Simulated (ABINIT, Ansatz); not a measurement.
# Quasiparticle gap of RbIO3 (R3m) in ABINIT, part 2 of 3

Wanted: ground state, empty states, screening and self-energy for RbIO3 (R3m).

ABINIT 10.8.3; LDA and many-body steps on it, plane waves. Known limits of the many-body steps: not at the basis limit; no spin-orbit coupling; coarse k mesh.

So far. Step 2 (Ground state): The gap is direct, at (0.500, 0.500, 0.500).

## 3. Bands along the symmetry lines

Level of this step: DFT, LDA, plane waves, norm-conserving pseudopotentials (ABINIT).

The cheap functional maps the bands first; the places of the edges decide which points the dearer methods must see.

run.abi

```
acell 3*1.0 Angstrom
rprim 
  3.187728926621 1.840436153888 2.622110720600
  -3.187728926621 1.840436153888 2.622110720600
  -0.000000000000 -3.680872307776 2.622110720600
ntypat 3
znucl 37 53 8
natom 5
typat 1 2 3 3 3
xred 
  0.515642950000 0.515642950000 0.515642950000
  0.001050200000 0.001050200000 0.001050200000
  0.036532590000 0.601941670000 0.036532590000
  0.036532590000 0.036532590000 0.601941670000
  0.601941670000 0.036532590000 0.036532590000
pp_dirpath "pseudos"
pseudos "Rb.upf, I.upf, O.upf"
ecut 36
iscf -2
irdden 1
kptopt 0
nkpt 59
kpt 
  0.00000000 0.00000000 0.00000000
  0.06250000 0.06250000 0.06250000
  0.12500000 0.12500000 0.12500000
  0.18750000 0.18750000 0.18750000
  0.25000000 0.25000000 0.25000000
  0.31250000 0.31250000 0.31250000
  0.37500000 0.37500000 0.37500000
  0.43750000 0.43750000 0.43750000
  0.50000000 0.50000000 0.50000000
  0.50061241 0.49938759 0.50000000
  0.50122482 0.49877519 0.50000000
  0.50183722 0.49816278 0.50000000
  0.50244963 0.49755037 0.50000000
  0.50306204 0.49693796 0.50000000
  0.50367444 0.49632555 0.50000000
  0.50428685 0.49571315 0.50000000
  0.50489926 0.49510074 0.50000000
  0.50000000 -0.49510074 0.49510074
  0.50000000 -0.43321315 0.43321315
  0.50000000 -0.37132555 0.37132555
  0.50000000 -0.30943796 0.30943796
  0.50000000 -0.24755037 0.24755037
  0.50000000 -0.18566278 0.18566278
  0.50000000 -0.12377519 0.12377519
  0.50000000 -0.06188759 0.06188759
  0.50000000 0.00000000 0.00000000
  0.43750000 0.00000000 0.00000000
  0.37500000 0.00000000 0.00000000
  0.31250000 0.00000000 0.00000000
  0.25000000 0.00000000 0.00000000
  0.18750000 0.00000000 0.00000000
  0.12500000 0.00000000 0.00000000
  0.06250000 0.00000000 0.00000000
  0.00000000 0.00000000 0.00000000
  0.06219380 -0.06219380 0.00000000
  0.12438759 -0.12438759 0.00000000
  0.18658139 -0.18658139 0.00000000
  0.24877519 -0.24877519 0.00000000
  0.31096898 -0.31096898 0.00000000
  0.37316278 -0.37316278 0.00000000
  0.43535657 -0.43535657 0.00000000
  0.49755037 -0.49755037 0.00000000
  0.50244963 0.00000000 0.49755037
  0.50214343 0.00000000 0.49785657
  0.50183722 0.00000000 0.49816278
  0.50153102 0.00000000 0.49846898
  0.50122482 0.00000000 0.49877519
  0.50091861 0.00000000 0.49908139
  0.50061241 0.00000000 0.49938759
  0.50030620 0.00000000 0.49969380
  0.50000000 0.00000000 0.50000000
  0.43750000 0.00000000 0.43750000
  0.37500000 0.00000000 0.37500000
  0.31250000 0.00000000 0.31250000
  0.25000000 0.00000000 0.25000000
  0.18750000 0.00000000 0.18750000
  0.12500000 0.00000000 0.12500000
  0.06250000 0.00000000 0.06250000
  0.00000000 0.00000000 0.00000000
istwfk *1
nband 24
nbdbuf 2
tolwfr 1e-08
nstep 40
prtwf 0
prtvol 0
indata_prefix "in"
outdata_prefix "out"
tmpdata_prefix "tmp"
```

Run with:

```console
$ OMP_NUM_THREADS=1 mpirun -n 4 abinit run.abi > log
```

Numbers of over 12 decimals in the logs are rounded to 6 here.

Output:

```text
.Version 10.8.3 of ABINIT. v10.8.2 released Aug 2026.

 Symmetries : space group R3 m (#160); Bravais hR (rhombohedral)
[... echo of the input left out ...]
== DATASET  1 ==================================================================
-   mpi_nproc: 4, omp_nthreads: 1 (-1 if OMP is not activated)

--- !DatasetInfo
iteration_state: {dtset: 1, }
dimensions: {natom: 5, nkpt: 59, mband: 24, nsppol: 1, nspinor: 1, nspden: 1, mpw: 6465, }
cutoff_energies: {ecut:  36.0, pawecutdg:  -1.0, }
electrons: {nelect:   3.40000000E+01, charge:   0.00000000E+00, occopt:   1.00000000E+00, tsmear:   1.00000000E-02, }

 Real(R)+Recip(G) space primitive vectors, cartesian coordinates (Bohr,Bohr^-1):
 R(1)=  6.0239346  3.4779203  4.9550711  G(1)=  0.0830022  0.0479214  0.0672712
 R(2)= -6.0239346  3.4779203  4.9550711  G(2)= -0.0830022  0.0479214  0.0672712
 R(3)=  0.0000000 -6.9558406  4.9550711  G(3)=  0.0000000 -0.0958427  0.0672712
 Unit cell volume ucvol=  6.2287517E+02 bohr^3
 Angles (23,13,12)=  8.97165139E+01  8.97165139E+01  8.97165139E+01 degrees

 getcut: wavevector=  0.0000  0.0000  0.0000  ngfft=  48  48  48
         ecut(hartree)=     36.000   => boxcut(ratio)=   2.08096

--- Pseudopotential description ------------------------------------------------
- Rb Generated using ONCVPSP code by D. R. Hamann
- 37.00000   9.00000  180309                  znucl, zion, pspdat
12 -1012 2 -1 2226                            pspcod,pspxc,lmax,lloc,mmax
     nproj     2     2     2
  pspatm : epsatm=   34.43095479
         --- l  ekb(1:nproj) -->
             0    9.016699   -0.508289
             1    3.217695   -0.387021
             2    1.152608   -1.054299
 pspatm: atomic psp has been read  and splines computed

- I Generated using ONCVPSP code by D. R. Hamann
- 53.00000   7.00000  180309                  znucl, zion, pspdat
12 -1012 2 -1 1182                            pspcod,pspxc,lmax,lloc,mmax
     nproj     2     2     2
  pspatm : epsatm=   17.18700033
         --- l  ekb(1:nproj) -->
[...]
pspatm: atomic psp has been read  and splines computed

- O Generated using ONCVPSP code by D. R. Hamann
-  8.00000   6.00000  201201                  znucl, zion, pspdat
12 -1012 2 -1 926                             pspcod,pspxc,lmax,lloc,mmax
     nproj     2     2     1
  pspatm : epsatm=    6.27558587
         --- l  ekb(1:nproj) -->
[...]
2   -1.033686
 pspatm: atomic psp has been read  and splines computed

--------------------------------------------------------------------------------

================================================================================
 prteigrs : about to open file out_EIG
 Non-SCF case, kpt    1 (  0.00000  0.00000  0.00000), residuals and eigenvalues=
  2.13E-09  8.93E-09  1.72E-09  6.30E-09  3.56E-09  3.41E-09  2.44E-09  7.98E-09
[...]
Non-SCF case, kpt   58 (  0.06250  0.00000  0.06250), residuals and eigenvalues=
[...]
Non-SCF case, kpt   59 (  0.00000  0.00000  0.00000), residuals and eigenvalues=
[...]
-1.2957E-02 -8.3333E-04 -8.2979E-04 -8.2979E-04  5.0590E-03  2.3761E-01
  2.9196E-01  2.9196E-01  3.0473E-01  3.0473E-01  3.1664E-01  3.6732E-01

--- !ResultsGS
iteration_state: {dtset: 1, }
comment   : Summary of ground state results
lattice_vectors:
- [  6.0239346,   3.4779203,   4.9550711, ]
- [ -6.0239346,   3.4779203,   4.9550711, ]
- [ -0.0000000,  -6.9558406,   4.9550711, ]
lattice_lengths: [   8.54028,    8.54028,    8.54028, ]
lattice_angles: [ 89.717,  89.717,  89.717, ] # degrees, (23, 13, 12)
lattice_volume:   6.2287517E+02
convergence: {deltae:  0.000E+00, res2:  0.000E+00, residm:  1.000E-08, diffor:  0.000E+00, }
etotal    :  -8.95635581E+01
entropy   :   0.00000000E+00
fermie    :   4.20998823E-02
cartesian_stress_tensor: null
pressure_GPa: null
xred      :
- [  5.1564E-01,   5.1564E-01,   5.1564E-01, Rb]
- [  1.0502E-03,   1.0502E-03,   1.0502E-03,  I]
- [  3.6533E-02,   6.0194E-01,   3.6533E-02,  O]
- [  3.6533E-02,   3.6533E-02,   6.0194E-01,  O]
- [  6.0194E-01,   3.6533E-02,   3.6533E-02,  O]
cartesian_forces: null
force_length_stats: {min: null, max: null, mean: null, }

 Integrated electronic density in atomic spheres:
 ------------------------------------------------
 Atom  Sphere_radius  Integrated_density
[...]
================================================================================

 ----iterations are completed or convergence reached----

 Mean square residual over all n,k,spin=   56.799E-10; max=  99.999E-10
 reduced coordinates (array xred) for    5 atoms
[...]
0.036532590000      0.036532590000      0.601941670000
       0.601941670000      0.036532590000      0.036532590000

 cartesian coordinates (angstrom) at end:
    1     -0.000000    -0.000000     4.056219
    2      0.000000    -0.000000     0.00826122
    3     -1.802371     1.040599     1.769943
    4      0.000000    -2.081199     1.769943
    5      1.802371     1.040599     1.769943
 length scales=  1.889726125908  1.889726125908  1.889726125908 bohr
              =  1.000000000000  1.000000000000  1.000000000000 angstroms
 prteigrs : about to open file out_EIG
 Eigenvalues (hartree) for nkpt=  59  k points:
 kpt#   1, nband= 24, wtk=  1.00000, kpt=  0.0000  0.0000  0.0000 (reduced coord)
[...]
kpt#   2, nband= 24, wtk=  1.00000, kpt=  0.0625  0.0625  0.0625 (reduced coord)
[...]
kpt#   3, nband= 24, wtk=  1.00000, kpt=  0.1250  0.1250  0.1250 (reduced coord)
[...]
kpt#  58, nband= 24, wtk=  1.00000, kpt=  0.0625  0.0000  0.0625 (reduced coord)
[...]
kpt#  59, nband= 24, wtk=  1.00000, kpt=  0.0000  0.0000  0.0000 (reduced coord)
[...]
-0.18017   -0.18017   -0.17239   -0.01296   -0.01296   -0.00083   -0.00083   -0.00083
   0.00506    0.23761    0.29196    0.29196    0.30473    0.30473    0.31664    0.36732

== END DATASET(S) ==============================================================
================================================================================

 -outvars: echo values of variables after computation  --------
            nband          24
             nkpt          59
          spgroup         160
 [... the other variables as echoed above ...]

 Calculation completed.
```

Wall time 2.6 min (4 MPI ranks of AMD EPYC 7571, shared host); peak memory 0.45 GiB; 10 min of CPU time.

This step gave:

```
gap                        : 2.723 eV
k of the valence top       : 0.5, 0.5, 0.5
k of the conduction bottom : 0.5, 0.5, 0.5
least direct gap           : 2.723 eV
```

The gap is 2.723 eV, as in the run before at this level.

Electronic bands along the path, in eV, zero at the top of the highest filled band:

```
     point  band 14  band 15  band 16  band 17  band 18  band 19  band 20  band 21
         Γ    -1.17    -1.17    -1.17    -1.01     5.32     6.80     6.80     7.15
   halfway    -1.09    -1.09    -1.03    -0.75     4.73     4.73     5.47     7.74
         T    -0.90    -0.90    -0.48     0.00     2.72     2.72     4.20     8.82
   halfway    -0.90    -0.90    -0.48     0.00     2.72     2.72     4.20     8.82
        H2    -0.90    -0.90    -0.48     0.00     2.72     2.72     4.20     8.82
jump to H0    -0.90    -0.90    -0.48     0.00     2.72     2.72     4.20     8.82
   halfway    -1.43    -1.09    -0.72    -0.40     3.55     4.54     5.64     8.20
         L    -1.36    -1.29    -1.04    -0.99     4.19     6.37     6.69     7.46
   halfway    -1.42    -1.22    -1.01    -0.96     5.34     6.20     6.54     7.36
         Γ    -1.17    -1.17    -1.17    -1.01     5.32     6.80     6.80     7.15
   halfway    -1.54    -1.17    -0.96    -0.69     5.05     5.61     6.51     7.26
        S0    -1.27    -1.25    -0.61    -0.47     3.37     4.04     6.25     8.21
jump to S2    -1.27    -1.25    -0.61    -0.47     3.37     4.04     6.25     8.21
   halfway    -1.27    -1.25    -0.61    -0.47     3.37     4.04     6.25     8.21
         F    -1.27    -1.25    -0.61    -0.47     3.37     4.04     6.25     8.21
   halfway    -1.45    -1.13    -0.93    -0.86     5.04     5.32     6.36     7.45
         Γ    -1.17    -1.17    -1.17    -1.01     5.32     6.80     6.80     7.15
```

## 4. Empty states on the mesh, 2×2×2 mesh, 182 bands

The sums over transitions need many empty states on a uniform mesh; this step solves for them.

run.abi

```
acell 3*1.0 Angstrom
rprim 
  3.187728926621 1.840436153888 2.622110720600
  -3.187728926621 1.840436153888 2.622110720600
  -0.000000000000 -3.680872307776 2.622110720600
ntypat 3
znucl 37 53 8
natom 5
typat 1 2 3 3 3
xred 
  0.515642950000 0.515642950000 0.515642950000
  0.001050200000 0.001050200000 0.001050200000
  0.036532590000 0.601941670000 0.036532590000
  0.036532590000 0.036532590000 0.601941670000
  0.601941670000 0.036532590000 0.036532590000
pp_dirpath "pseudos"
pseudos "Rb.upf, I.upf, O.upf"
ecut 36
ngkpt 2 2 2
nshiftk 1
shiftk 0 0 0
kptopt 1
chksymbreak 0
iscf -2
irdden 1
istwfk *1
nband 182
nbdbuf 16
tolwfr 1e-09
nstep 60
prtvol 0
indata_prefix "in"
outdata_prefix "out"
tmpdata_prefix "tmp"
```

Output:

```text
.Version 10.8.3 of ABINIT. v10.8.2 released Aug 2026.

 Symmetries : space group R3 m (#160); Bravais hR (rhombohedral)
[... echo of the input left out ...]
== DATASET  1 ==================================================================
-   mpi_nproc: 4, omp_nthreads: 1 (-1 if OMP is not activated)

--- !DatasetInfo
iteration_state: {dtset: 1, }
dimensions: {natom: 5, nkpt: 4, mband: 182, nsppol: 1, nspinor: 1, nspden: 1, mpw: 6444, }
cutoff_energies: {ecut:  36.0, pawecutdg:  -1.0, }
electrons: {nelect:   3.40000000E+01, charge:   0.00000000E+00, occopt:   1.00000000E+00, tsmear:   1.00000000E-02, }

 Real(R)+Recip(G) space primitive vectors, cartesian coordinates (Bohr,Bohr^-1):
 R(1)=  6.0239346  3.4779203  4.9550711  G(1)=  0.0830022  0.0479214  0.0672712
 R(2)= -6.0239346  3.4779203  4.9550711  G(2)= -0.0830022  0.0479214  0.0672712
 R(3)=  0.0000000 -6.9558406  4.9550711  G(3)=  0.0000000 -0.0958427  0.0672712
 Unit cell volume ucvol=  6.2287517E+02 bohr^3
 Angles (23,13,12)=  8.97165139E+01  8.97165139E+01  8.97165139E+01 degrees

 getcut: wavevector=  0.0000  0.0000  0.0000  ngfft=  48  48  48
         ecut(hartree)=     36.000   => boxcut(ratio)=   2.08096

--- Pseudopotential description ------------------------------------------------
- Rb Generated using ONCVPSP code by D. R. Hamann
- 37.00000   9.00000  180309                  znucl, zion, pspdat
12 -1012 2 -1 2226                            pspcod,pspxc,lmax,lloc,mmax
     nproj     2     2     2
  pspatm : epsatm=   34.43095479
         --- l  ekb(1:nproj) -->
             0    9.016699   -0.508289
             1    3.217695   -0.387021
             2    1.152608   -1.054299
 pspatm: atomic psp has been read  and splines computed

- I Generated using ONCVPSP code by D. R. Hamann
- 53.00000   7.00000  180309                  znucl, zion, pspdat
12 -1012 2 -1 1182                            pspcod,pspxc,lmax,lloc,mmax
     nproj     2     2     2
  pspatm : epsatm=   17.18700033
         --- l  ekb(1:nproj) -->
[...]
pspatm: atomic psp has been read  and splines computed

- O Generated using ONCVPSP code by D. R. Hamann
-  8.00000   6.00000  201201                  znucl, zion, pspdat
12 -1012 2 -1 926                             pspcod,pspxc,lmax,lloc,mmax
     nproj     2     2     1
  pspatm : epsatm=    6.27558587
         --- l  ekb(1:nproj) -->
[...]
2   -1.033686
 pspatm: atomic psp has been read  and splines computed

--------------------------------------------------------------------------------

================================================================================
 prteigrs : about to open file out_EIG
 Non-SCF case, kpt    1 (  0.00000  0.00000  0.00000), residuals and eigenvalues=
  3.73E-10  2.39E-10  1.79E-10  4.93E-10  9.22E-11  8.40E-10  3.71E-10  7.16E-10
  2.81E-10  6.21E-10  6.75E-10  8.71E-11  2.44E-10  1.62E-10  1.24E-10  7.44E-10
  3.52E-10  2.73E-10  2.81E-10  6.12E-10  1.34E-10  4.28E-10  1.43E-10  1.09E-10
[...]
6.00E-06  4.84E-05  2.34E-04  9.67E-05  1.72E-03  9.62E-04
 -8.5118E-01 -6.9367E-01 -5.7317E-01 -5.7317E-01 -2.9751E-01 -2.6886E-01
 -2.6788E-01 -2.6788E-01 -1.8017E-01 -1.8017E-01 -1.7239E-01 -1.2957E-02
[...]
2.8313E+00  2.8349E+00  2.8629E+00  2.8629E+00  2.9173E+00  2.9313E+00
  2.9360E+00  2.9633E+00
 prteigrs : prtvol=0 or 1, do not print more k-points.

--- !ResultsGS
iteration_state: {dtset: 1, }
comment   : Summary of ground state results
lattice_vectors:
- [  6.0239346,   3.4779203,   4.9550711, ]
- [ -6.0239346,   3.4779203,   4.9550711, ]
- [ -0.0000000,  -6.9558406,   4.9550711, ]
lattice_lengths: [   8.54028,    8.54028,    8.54028, ]
lattice_angles: [ 89.717,  89.717,  89.717, ] # degrees, (23, 13, 12)
lattice_volume:   6.2287517E+02
convergence: {deltae:  0.000E+00, res2:  0.000E+00, residm:  9.926E-10, diffor:  0.000E+00, }
etotal    :  -8.95635581E+01
entropy   :   0.00000000E+00
fermie    :   4.20998823E-02
cartesian_stress_tensor: null
pressure_GPa: null
xred      :
- [  5.1564E-01,   5.1564E-01,   5.1564E-01, Rb]
- [  1.0502E-03,   1.0502E-03,   1.0502E-03,  I]
- [  3.6533E-02,   6.0194E-01,   3.6533E-02,  O]
- [  3.6533E-02,   3.6533E-02,   6.0194E-01,  O]
- [  6.0194E-01,   3.6533E-02,   3.6533E-02,  O]
cartesian_forces: null
force_length_stats: {min: null, max: null, mean: null, }

 Integrated electronic density in atomic spheres:
 ------------------------------------------------
 Atom  Sphere_radius  Integrated_density
[...]
================================================================================

 ----iterations are completed or convergence reached----

 Mean square residual over all n,k,spin=   47.197E-11; max=  99.261E-11
 reduced coordinates (array xred) for    5 atoms
[...]
0.036532590000      0.036532590000      0.601941670000
       0.601941670000      0.036532590000      0.036532590000

 cartesian coordinates (angstrom) at end:
    1     -0.000000    -0.000000     4.056219
    2      0.000000    -0.000000     0.00826122
    3     -1.802371     1.040599     1.769943
    4      0.000000    -2.081199     1.769943
    5      1.802371     1.040599     1.769943
 length scales=  1.889726125908  1.889726125908  1.889726125908 bohr
              =  1.000000000000  1.000000000000  1.000000000000 angstroms
 prteigrs : about to open file out_EIG
 Eigenvalues (hartree) for nkpt=   4  k points:
 kpt#   1, nband=182, wtk=  0.12500, kpt=  0.0000  0.0000  0.0000 (reduced coord)
[...]
2.68097    2.68403    2.68403    2.69363    2.69765    2.69765    2.71583    2.71583
   2.72605    2.78293    2.80332    2.80332    2.82809    2.83126    2.83127    2.83492
   2.86287    2.86289    2.91727    2.93125    2.93604    2.96335
 prteigrs : prtvol=0 or 1, do not print more k-points.

== END DATASET(S) ==============================================================
================================================================================

 -outvars: echo values of variables after computation  --------
            nband         182
             nkpt           4
          spgroup         160
 [... the other variables as echoed above ...]

 Calculation completed.
```

It took 5.1 min on 4 MPI ranks; peak memory 0.44 GiB.

This step gave:

| Property | Result |
| --- | --- |
| gap | 2.723 eV |
| k of the valence top | 0.5, 0.5, 0.5 |
| k of the conduction bottom | 0.5, 0.5, 0.5 |
| least direct gap | 2.723 eV |
| k points computed | 4 |
| lowest point of the top converged band, above the valence top | 72.2612 eV |

On this mesh the gap is 2.723 eV.

(Continued in part 3 of 3.)

[Paths, hosts, dates, memory and timing lines, banners, echoed tables and standing remarks are left out of the program output.]

[Logs are printed without paths, hosts, clocks, repeated set-up lines and the standing remarks that a program may print on its own settings, such as how far it seeks lower states.]

[Runs of the session that timed out or met a known fault of the program may be left out.]

[Hosts, paths, dates, database ids (printed as entryN), source tags and the programs' standing remarks are cut or masked in the printed files.]

[G0W0 gaps are taken among the corrected bands and points alone; a level outside them can change the order at an edge.]

[Where Ansatz stands beside ABINIT at settings called matched, ABINIT's density can come from a denser mesh and the files from another edition; pairs whose starting gaps differed by over 0.03 eV were left out, so agreement reads better than it is.]
